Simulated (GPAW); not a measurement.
# linear V chain, spacing 2.466 A: a ladder in the k mesh

Aim: see how far moments and order energies of linear V chain, spacing 2.466 A move with the k mesh, and what each rung costs.

Calculated with GPAW 26.7.0; PBE; plane waves with GPAW's PAW setups, scalar-relativistic.

### 1. The starting structure

The cell holds 1 atom: 1 V. Cell: a = 12.000 Å, b = 12.000 Å, c = 2.466 Å, α = 90.0°, β = 90.0°, γ = 90.0°. model lattice. Vacuum lies along a and b. The structure's axis is c.

### 2. Rung 1 (mesh 1×1×4), start ferro +

The ladder starts at a coarse mesh; cost grows with the number of points.

Contents of order1.py:

```python
import json
import numpy as np
from ase import Atoms
from ase.parallel import paropen, parprint
from gpaw import GPAW

atoms = Atoms(['V'],
    cell=[[12.0, 0.0, 0.0],
         [0.0, 12.0, 0.0],
         [0.0, 0.0, 2.466]],
    scaled_positions=[[0.5, 0.5, 0.0]],
    pbc=True,
    magmoms=[1.5])
atoms.calc = GPAW(mode={'name': 'pw', 'ecut': 550},
    xc='PBE',
    kpts={'size': (1, 1, 4), 'gamma': True},
    occupations={'name': 'fermi-dirac', 'width': 0.1},
    convergence={'density': 1e-05, 'energy': 1e-05},
    maxiter=200,
    symmetry={'tolerance': 1e-4},
    txt='order1.txt')
e = atoms.get_potential_energy(force_consistent=True)
res = {'free_energy': e, 'energy_sigma0': atoms.get_potential_energy(), 'fermi_energy': atoms.calc.get_fermi_level()}
res['moments'] = atoms.get_magnetic_moments().tolist()
res['total'] = atoms.get_magnetic_moment()
parprint('site moments (muB):', np.round(res['moments'], 3))
parprint(f"total moment: {res['total']:.3f} muB")
parprint(f'free energy: {e:.6f} eV')
atoms.calc.write('order1.gpw')
with paropen('results.json', 'w') as f:
    json.dump(res, f)
```

Started as:

```sh
$ OMP_NUM_THREADS=1 python3 order1.py > order1.log
```

Numbers of over 12 decimals in the logs are rounded to 6 here.

The log of the run:

```text
site moments (muB): [3.135]
total moment: 4.468 muB
free energy: -4.614150 eV

--- order1.txt ---
Input parameters:
  mode=PW(ecut=550),
  convergence={'density': 1e-05, 'energy': 1e-05},
  kpts=MonkhorstPack(size=(1, 1, 4), gamma=True),
  maxiter=200,
  occupations=Occupations(name='fermi-dirac', width=0.1),
  symmetry=Symmetry(tolerance=0.0001),
  xc=XC(name='PBE')

Diagonalizing LCAO Hamiltonian
Converting LCAO to pw mode
        .----------------------------.
       /|                            |
      / |                            |
     /  .----------------------------.
    /  /                            /
   /  /                            /
  /  /                            /
 *  /              V             /
 | /                            /
 |/                            /
 *----------------------------*

Atoms  # Å, Bohr magnetons
|   | symbol |        x |        y |        z |    initial magnetic moments |
|---|--------|----------|----------|----------|-----------------------------|
| 0 |      V | 6.000000 | 6.000000 | 0.000000 | ( 0.0000,  0.0000,  1.5000) |

Unit cell  # Å
| periodic |         x |         y |        z |   lengths |    angles |
|----------|-----------|-----------|----------|-----------|-----------|
|      yes | 12.000000 |  0.000000 | 0.000000 | 12.000000 | 90.000000 |
|      yes |  0.000000 | 12.000000 | 0.000000 | 12.000000 | 90.000000 |
|      yes |  0.000000 |  0.000000 | 2.466000 |  2.466000 | 90.000000 |

Number of symmetries: 16

BZ-sampling:
  Number of BZ points: 4
  Number of IBZ points: 3

  Monkhorst-Pack size: [1, 1, 4]
  Monkhorst-Pack shift: [0.0, 0.0, 0.125]

Plane wave coefficients: 10418
Cutoff: 550.0 eV

Spin-components: 2 (collinear spins)
Bands:           13
Projectors:      6
Spin-degeneracy: 1
Datatype:        complex128

Parallelization:
  kpt:    1
  domain: 1
  band:   1

Density:
  Valence electrons: 13.0
  Components: 2
  Grid points: [70 70 14]
  Charge: 0.0  # |e|

Potential:
  Grid points: [70 70 14]

[... setups left out ...]
Reference energy: -25820.495562  # eV

eigensolver:
  PPCG
  Converge bands: occupied
  niter=2

density mixing:
  MSR1-Mixer
  Pratt-step length: 0.05
  Maximum mixing coefficient: 0.75
  Old densities: 10
  SVD Regularization: 0.005
  Good broyden scale: 1.0
  Trust region scale: 1.0
  Backstep threshold: 4.0
  History deletion threshold: 6.0
  Fourier metric: weight=20.0, sigma=0.015

occupation numbers:
  Fermi-Dirac:
    width: 0.1000  # eV

poisson solver:
  ecut: 4400.0  # eV

xc functional:
  name: PBE with 2 nearest neighbor stencil

convergence criteria:
- Maximum integral of absolute [dens]ity change: 1e-05 electrons / valence electron
- Maximum [total energy] change in last 3 cyles: 1e-05 eV / valence electron
- Maximum integral of absolute [eigenst]ate change: 4e-08 eV^2 / valence electron
maximum number of iterations: 200

SCF iterations
|iter     |      energy | eigst |  dens |  magmom |
|---------|-------------|-------|-------|---------|
|iter:   1|       0s |   -4.624743 | +0.37 |       |  +1.5053|
|iter:   2|       1s |   -4.407174 | -0.77 | -0.74 |  +1.5414|
|iter:   3|       2s |   -4.016121 | -0.96 | -0.81 |  +1.7753|
|iter:   4|       2s |   -4.110042 | -1.49 | -0.96 |  +2.1884|
|iter:   5|       3s |   -4.233306 | -2.06 | -0.97 |  +2.6331|
|iter:   6|       4s |   -4.549430 | -1.53 | -1.02 |  +3.9583|
|iter:   7|       5s |   -4.583332 | -2.08 | -1.32 |  +4.3644|
|iter:   8|       5s |   -4.585638 | -3.09 | -1.97 |  +4.3859|
|iter:   9|       6s |   -4.586956 | -3.40 | -2.14 |  +4.4826|
|iter:  10|       7s |   -4.586978 | -4.09 | -2.69 |  +4.4456|
|iter:  11|       7s |   -4.587120 | -4.75 | -2.68 |  +4.4638|
|iter:  12|       8s |   -4.587106 | -5.36 | -3.38 |  +4.4654|
|iter:  13|       9s |   -4.587107c| -5.84 | -3.66 |  +4.4673|
|iter:  14|      10s |   -4.587108c| -6.34 | -4.50 |  +4.4677|
|iter:  15|      10s |   -4.587108c| -6.84 | -5.09c|  +4.4676|
|iter:  16|      11s |   -4.587108c| -7.24 | -5.43c|  +4.4676|
|iter:  17|      12s |   -4.587108c| -7.56c| -6.25c|  +4.4676|

Converged in 17 steps
Energy contributions relative to reference atoms: (reference = -25820.495562)

Energy contributions:
  Kinetic:           0.506824
  Coulomb:           3.718118
  Zero:              0.070014
  External:          0.000000
  Xc:               -8.855022
  Entropy:          -0.054084
  Spinorbit:         0.000000
  ----------------------------
  Free energy:      -4.614150
  Extrapolated:     -4.587108

dipole moment: (0.000000, 0.000000, -5.755320)  # |e|*Ang

Total magnetic moment: (0.000000, 0.000000, 4.467634)

Local magnetic moments
|        x |        y |        z |
|----------|----------|----------|
| 0.000000 | 0.000000 | 3.135382 |  # V    0

Fermi level: -2.711
Eigenvalues  # (at kpt = [0.000, 0.000, 0.000])
| band index |      eig [eV] | occ [0-1] |      eig [eV] | occ [0-1] |
|------------|---------------|-----------|---------------|-----------|
|          0 |       -67.691 |     1.000 |       -64.627 |     1.000 |
|          1 |       -41.547 |     1.000 |       -38.426 |     1.000 |
|          2 |       -41.547 |     1.000 |       -38.404 |     1.000 |
|          3 |       -41.276 |     1.000 |       -38.404 |     1.000 |
|          4 |        -6.900 |     1.000 |        -4.376 |     1.000 |
|          5 |        -4.684 |     1.000 |        -2.235 |     0.008 |
|          6 |        -3.667 |     1.000 |        -0.875 |     0.000 |
|          7 |        -3.667 |     1.000 |        -0.870 |     0.000 |
|          8 |        -2.319 |     0.019 |        -0.740 |     0.000 |
|          9 |        -2.319 |     0.019 |        -0.740 |     0.000 |
|         10 |        -1.544 |     0.000 |         0.492 |     0.000 |
|         11 |        -1.544 |     0.000 |         1.359 |     0.000 |
|         12 |         0.071 |     0.000 |         1.359 |     0.000 |

No gap
No difference between direct/indirect transitions
```

Wall time 14 s (1 MPI rank of AMD EPYC 9R14 (Zen 4), shared host); peak memory 0.32 GiB.

This step gave:

- magnetization: 4.468 μB
- final state: ferromagnetic
- largest moment: 3.135 μB

After 17 cycles the largest moment stands at 3.14 μB.

### 3. Rung 1 (mesh 1×1×2), start antiferro q=(0,0,1/2) +-

The second start gives the energy difference between the two end states, the quantity that is followed up the ladder. Its q is in fractions of the reciprocal vectors of the first run's cell.

order2.py is the script of step 2 with these lines changed:

```diff
@@ -6,12 +6,13 @@
 
-atoms = Atoms(['V'],
+atoms = Atoms(['V', 'V'],
     cell=[[12.0, 0.0, 0.0],
          [0.0, 12.0, 0.0],
-         [0.0, 0.0, 2.466]],
-    scaled_positions=[[0.5, 0.5, 0.0]],
+         [0.0, 0.0, 4.932]],
+    scaled_positions=[[0.5, 0.5, 0.0],
+         [0.5, 0.5, 0.5]],
     pbc=True,
-    magmoms=[1.5])
+    magmoms=[1.5, -1.5])
 atoms.calc = GPAW(mode={'name': 'pw', 'ecut': 550},
     xc='PBE',
-    kpts={'size': (1, 1, 4), 'gamma': True},
+    kpts={'size': (1, 1, 2), 'gamma': True},
     occupations={'name': 'fermi-dirac', 'width': 0.1},
@@ -20,3 +21,3 @@
     symmetry={'tolerance': 1e-4},
-    txt='order1.txt')
+    txt='order2.txt')
 e = atoms.get_potential_energy(force_consistent=True)
@@ -28,3 +29,3 @@
 parprint(f'free energy: {e:.6f} eV')
-atoms.calc.write('order1.gpw')
+atoms.calc.write('order2.gpw')
 with paropen('results.json', 'w') as f:
```

Started as:

```sh
$ OMP_NUM_THREADS=1 python3 order2.py > order2.log
```

The log of the run:

```text
site moments (muB): [ 2.56 -2.56]
total moment: 0.000 muB
free energy: -8.704276 eV

--- order2.txt ---
Input parameters:
  mode=PW(ecut=550),
  convergence={'density': 1e-05, 'energy': 1e-05},
  kpts=MonkhorstPack(size=(1, 1, 2), gamma=True),
  maxiter=200,
  occupations=Occupations(name='fermi-dirac', width=0.1),
  symmetry=Symmetry(tolerance=0.0001),
  xc=XC(name='PBE')

Diagonalizing LCAO Hamiltonian
Converting LCAO to pw mode
        .----------------------------.
       /|                            |
      / |                            |
     /  |                            |
    /   |                            |
   /    |                            |
  /     .----------------------------.
 *     /           V                /
 |    /                            /
 |   /                            /
 |  /              V             /
 | /                            /
 |/                            /
 *----------------------------*

Atoms  # Å, Bohr magnetons
|   | symbol |        x |        y |        z |    initial magnetic moments |
|---|--------|----------|----------|----------|-----------------------------|
| 0 |      V | 6.000000 | 6.000000 | 0.000000 | ( 0.0000,  0.0000,  1.5000) |
| 1 |      V | 6.000000 | 6.000000 | 2.466000 | ( 0.0000,  0.0000, -1.5000) |

Number of symmetries: 16

BZ-sampling:
  Number of BZ points: 2
  Number of IBZ points: 2

  Monkhorst-Pack size: [1, 1, 2]
  Monkhorst-Pack shift: [0.0, 0.0, 0.25]

Plane wave coefficients: 20827
Cutoff: 550.0 eV

Spin-components: 2 (collinear spins)
Bands:           20
Projectors:      12
Spin-degeneracy: 1
Datatype:        complex128

[...]
|iter:  45|      63s |   -8.513839c| -8.34c| -4.75 |  +0.0004|
|iter:  46|      64s |   -8.513838c| -8.21c| -4.99 |  +0.0005|
|iter:  47|      65s |   -8.513838c| -8.03c| -4.91 |  +0.0004|
|iter:  48|      67s |   -8.513838c| -8.27c| -5.15c|  +0.0004|

Converged in 48 steps
Energy contributions relative to reference atoms: (reference = -51640.991124)

Energy contributions:
  Kinetic:          -3.082109
  Coulomb:           9.143573
  Zero:              0.155760
  External:          0.000000
  Xc:              -14.540623
  Entropy:          -0.380876
  Spinorbit:         0.000000
  ----------------------------
  Free energy:      -8.704276
  Extrapolated:     -8.513838

dipole moment: (0.000000, 0.000000, -11.554064)  # |e|*Ang

Total magnetic moment: (0.000000, 0.000000, 0.000379)

Local magnetic moments
|        x |        y |         z |
|----------|----------|-----------|
| 0.000000 | 0.000000 |  2.559765 |  # V    0
| 0.000000 | 0.000000 | -2.559592 |  # V    1

Fermi level: -3.330
Eigenvalues  # (at kpt = [0.000, 0.000, 0.000])
| band index |      eig [eV] | occ [0-1] |      eig [eV] | occ [0-1] |
|------------|---------------|-----------|---------------|-----------|
|          0 |       -67.740 |     1.000 |       -67.740 |     1.000 |
|        ... |               |           |               |           |
|          6 |       -39.127 |     1.000 |       -39.126 |     1.000 |
|          7 |       -39.016 |     1.000 |       -39.016 |     1.000 |
|          8 |        -5.802 |     1.000 |        -5.802 |     1.000 |
|          9 |        -4.187 |     1.000 |        -4.187 |     1.000 |
[...]
|         16 |        -0.892 |     0.000 |        -0.892 |     0.000 |
|         17 |        -0.781 |     0.000 |        -0.781 |     0.000 |
|         18 |         0.083 |     0.000 |         0.083 |     0.000 |
|         19 |         0.083 |     0.000 |         0.083 |     0.000 |

No gap
No difference between direct/indirect transitions
```

Run time: 71 s. Hardware: 1 MPI rank; peak memory 0.53 GiB.

Numbers from this step:

```yaml
magnetization: 0 μB
final_state: antiferromagnetic
largest_moment: 2.560 μB
```

This start lies +262.0 meV a seeded atom from the first; its largest moment is 2.56 μB.

### 4. Rung 2 (mesh 1×1×6), start ferro +

order1.py is the script of step 2 with these lines changed:

```diff
@@ -15,3 +15,3 @@
     xc='PBE',
-    kpts={'size': (1, 1, 4), 'gamma': True},
+    kpts={'size': (1, 1, 6), 'gamma': True},
     occupations={'name': 'fermi-dirac', 'width': 0.1},
```

Started as:

```sh
$ OMP_NUM_THREADS=1 python3 order1.py > order1.log
```

The log of the run:

```text
gpaw.KohnShamConvergenceError

--- order1.txt ---
Input parameters:
  mode=PW(ecut=550),
  convergence={'density': 1e-05, 'energy': 1e-05},
  kpts=MonkhorstPack(size=(1, 1, 6), gamma=True),
  maxiter=200,
  occupations=Occupations(name='fermi-dirac', width=0.1),
  symmetry=Symmetry(tolerance=0.0001),
  xc=XC(name='PBE')

Diagonalizing LCAO Hamiltonian
Converting LCAO to pw mode
        .----------------------------.
       /|                            |
      / |                            |
     /  .----------------------------.
    /  /                            /
[...]
|iter:   2|       1s |   -4.551271 | -0.88 | -0.81 |  +1.5223|
|iter:   3|       1s |   -4.152575 | -0.76 | -0.87 |  +1.5717|
|iter:   4|       2s |   -4.169856 | -1.70 | -1.25 |  +1.6419|
|iter:   5|       3s |   -4.194408 | -2.35 | -1.46 |  +1.7603|
|iter:   6|       4s |   -4.206161 | -2.41 | -1.64 |  +1.9799|
[...]
[... 180 iterations left out ...]
[...]
|iter: 197|     171s |   -4.209841 | -4.71 | -2.08 |  +1.9638|
|iter: 198|     171s |   -4.206748 | -3.64 | -2.08 |  +2.0810|
|iter: 199|     172s |   -4.207733 | -4.30 | -2.09 |  +2.0392|
|iter: 200|     173s |   -4.204078 | -3.09 | -2.10 |  +2.2444|
```

Run time: 2.9 min. Hardware: 1 MPI rank; peak memory 0.34 GiB.

No converged result was reached; the numbers in the log don't describe the system.

A smaller mixing step or another start is the usual next try.

### 5. Rung 2 (mesh 1×1×3), start antiferro q=(0,0,1/2) +-

order2.py is the script of step 3 with these lines changed:

```diff
@@ -16,3 +16,3 @@
     xc='PBE',
-    kpts={'size': (1, 1, 2), 'gamma': True},
+    kpts={'size': (1, 1, 3), 'gamma': True},
     occupations={'name': 'fermi-dirac', 'width': 0.1},
```

Started as:

```sh
$ OMP_NUM_THREADS=1 python3 order2.py > order2.log
```

The log of the run:

```text
site moments (muB): [ 2.461 -2.461]
total moment: 0.000 muB
free energy: -9.172401 eV

--- order2.txt ---
Input parameters:
  mode=PW(ecut=550),
  convergence={'density': 1e-05, 'energy': 1e-05},
  kpts=MonkhorstPack(size=(1, 1, 3), gamma=True),
  maxiter=200,
  occupations=Occupations(name='fermi-dirac', width=0.1),
  symmetry=Symmetry(tolerance=0.0001),
  xc=XC(name='PBE')

Diagonalizing LCAO Hamiltonian
[...]
|         16 |        -0.769 |     0.000 |        -0.769 |     0.000 |
|         17 |        -0.525 |     0.000 |        -0.525 |     0.000 |
|         18 |         0.353 |     0.000 |         0.353 |     0.000 |
|         19 |         0.353 |     0.000 |         0.353 |     0.000 |

Gap: 1.114 eV
Transition (v -> c):
  (s=0, k=1, n=13, [0.00, 0.00, 0.33]) -> (s=0, k=1, n=14, [0.00, 0.00, 0.33])
No difference between direct/indirect transitions


[key lines of the parts left out:]
Free energy:      -9.172401
Converged in 25 steps
dipole moment: (0.000000, 0.000000, -11.529371)  # |e|*Ang
Fermi level: -3.130
```

Elapsed: 44 s, on 1 MPI rank; peak memory 0.52 GiB.

Read from the output:

```
magnetization  : 0 μB
final state    : antiferromagnetic
largest moment : 2.461 μB
```

The largest moment moves by -0.10 μB from rung 1, at 0.62 times its CPU time.

### 6. Rung 3 (mesh 1×1×8), start ferro +

order1.py is the script of step 4 with these lines changed:

```diff
@@ -15,3 +15,3 @@
     xc='PBE',
-    kpts={'size': (1, 1, 6), 'gamma': True},
+    kpts={'size': (1, 1, 8), 'gamma': True},
     occupations={'name': 'fermi-dirac', 'width': 0.1},
```

Started as:

```sh
$ OMP_NUM_THREADS=1 python3 order1.py > order1.log
```

The log of the run:

```text
site moments (muB): [2.998]
total moment: 4.227 muB
free energy: -4.487982 eV

--- order1.txt ---
Input parameters:
  mode=PW(ecut=550),
  convergence={'density': 1e-05, 'energy': 1e-05},
  kpts=MonkhorstPack(size=(1, 1, 8), gamma=True),
  maxiter=200,
  occupations=Occupations(name='fermi-dirac', width=0.1),
  symmetry=Symmetry(tolerance=0.0001),
  xc=XC(name='PBE')

Diagonalizing LCAO Hamiltonian
[...]
|          3 |       -41.542 |     1.000 |       -38.770 |     1.000 |
|          4 |        -6.950 |     1.000 |        -4.800 |     1.000 |
[...]
|          9 |        -2.396 |     0.002 |        -0.922 |     0.000 |
|         10 |        -1.836 |     0.000 |         0.474 |     0.000 |
|         11 |        -1.836 |     0.000 |         1.080 |     0.000 |
|         12 |         0.056 |     0.000 |         1.080 |     0.000 |

No gap
No difference between direct/indirect transitions


[key lines of the parts left out:]
Free energy:      -4.487982
Converged in 21 steps
dipole moment: (0.000000, 0.000000, -5.764085)  # |e|*Ang
Fermi level: -3.009
```

It took 23 s on 1 MPI rank; peak memory 0.33 GiB.

Read from the output:

- magnetization: 4.227 μB
- final state: ferromagnetic
- largest moment: 2.998 μB

The largest moment moves by -0.14 μB from rung 1, at 1.6 times its CPU time.

### 7. Rung 3 (mesh 1×1×4), start antiferro q=(0,0,1/2) +-

order2.py is the script of step 5 with these lines changed:

```diff
@@ -16,3 +16,3 @@
     xc='PBE',
-    kpts={'size': (1, 1, 3), 'gamma': True},
+    kpts={'size': (1, 1, 4), 'gamma': True},
     occupations={'name': 'fermi-dirac', 'width': 0.1},
```

Started as:

```sh
$ OMP_NUM_THREADS=1 python3 order2.py > order2.log
```

The log of the run:

```text
site moments (muB): [ 2.462 -2.462]
total moment: 0.000 muB
free energy: -9.062768 eV

--- order2.txt ---
Input parameters:
  mode=PW(ecut=550),
  convergence={'density': 1e-05, 'energy': 1e-05},
  kpts=MonkhorstPack(size=(1, 1, 4), gamma=True),
  maxiter=200,
  occupations=Occupations(name='fermi-dirac', width=0.1),
  symmetry=Symmetry(tolerance=0.0001),
  xc=XC(name='PBE')

Diagonalizing LCAO Hamiltonian
[...]
|          8 |        -5.701 |     1.000 |        -5.701 |     1.000 |
|          9 |        -4.031 |     0.999 |        -4.031 |     0.999 |
[...]
|         16 |        -0.900 |     0.000 |        -0.899 |     0.000 |
|         17 |        -0.675 |     0.000 |        -0.675 |     0.000 |
|         18 |         0.170 |     0.000 |         0.170 |     0.000 |
|         19 |         0.170 |     0.000 |         0.170 |     0.000 |

No gap
No difference between direct/indirect transitions


[key lines of the parts left out:]
Free energy:      -9.062768
Converged in 42 steps
dipole moment: (0.000000, 0.000000, -11.548390)  # |e|*Ang
Fermi level: -3.271
```

The job ended after 82 s (1 MPI rank; peak memory 0.55 GiB).

Read from the output:

```
magnetization  : 0 μB
final state    : antiferromagnetic
largest moment : 2.462 μB
```

This start lies -43.4 meV a seeded atom from the first, a change of -305.4 meV since rung 1; its largest moment is 2.46 μB.

### 8. Rung 4 (mesh 1×1×10), start ferro +

order1.py is the script of step 6 with these lines changed:

```diff
@@ -15,3 +15,3 @@
     xc='PBE',
-    kpts={'size': (1, 1, 8), 'gamma': True},
+    kpts={'size': (1, 1, 10), 'gamma': True},
     occupations={'name': 'fermi-dirac', 'width': 0.1},
```

Started as:

```sh
$ OMP_NUM_THREADS=1 python3 order1.py > order1.log
```

The log of the run:

```text
site moments (muB): [2.911]
total moment: 3.990 muB
free energy: -4.503520 eV

--- order1.txt ---
Input parameters:
  mode=PW(ecut=550),
  convergence={'density': 1e-05, 'energy': 1e-05},
  kpts=MonkhorstPack(size=(1, 1, 10), gamma=True),
  maxiter=200,
  occupations=Occupations(name='fermi-dirac', width=0.1),
  symmetry=Symmetry(tolerance=0.0001),
  xc=XC(name='PBE')

Diagonalizing LCAO Hamiltonian
[...]
|          3 |       -41.570 |     1.000 |       -38.883 |     1.000 |
|          4 |        -6.847 |     1.000 |        -4.872 |     1.000 |
[...]
|          9 |        -2.316 |     0.001 |        -1.040 |     0.000 |
|         10 |        -1.830 |     0.000 |         0.406 |     0.000 |
|         11 |        -1.830 |     0.000 |         0.961 |     0.000 |
|         12 |         0.091 |     0.000 |         0.961 |     0.000 |

No gap
No difference between direct/indirect transitions


[key lines of the parts left out:]
Free energy:      -4.503520
Converged in 20 steps
dipole moment: (0.000000, 0.000000, -5.785769)  # |e|*Ang
Fermi level: -3.049
```

The job ended after 25 s (1 MPI rank; peak memory 0.34 GiB).

This step gave:

- magnetization: 3.990 μB
- final state: ferromagnetic
- largest moment: 2.911 μB

The largest moment moves by -0.09 μB from rung 3, at 1.1 times its CPU time.

(Part 1 of 2 ends here.)

[Logs and program files are shortened in this print: banners, set-up blocks, solver, clock and traceback lines can be left out without a mark of their own.]

[Logs are printed without paths, hosts, clocks, repeated set-up lines and the standing remarks that a program may print on its own settings, such as how far it seeks lower states.]

[Hosts, paths, dates, database ids (printed as entryN), source tags and the programs' standing remarks are cut or masked in the printed files.]

[Where a cell is said to come from a database of computed structures, the database is the Materials Project.]
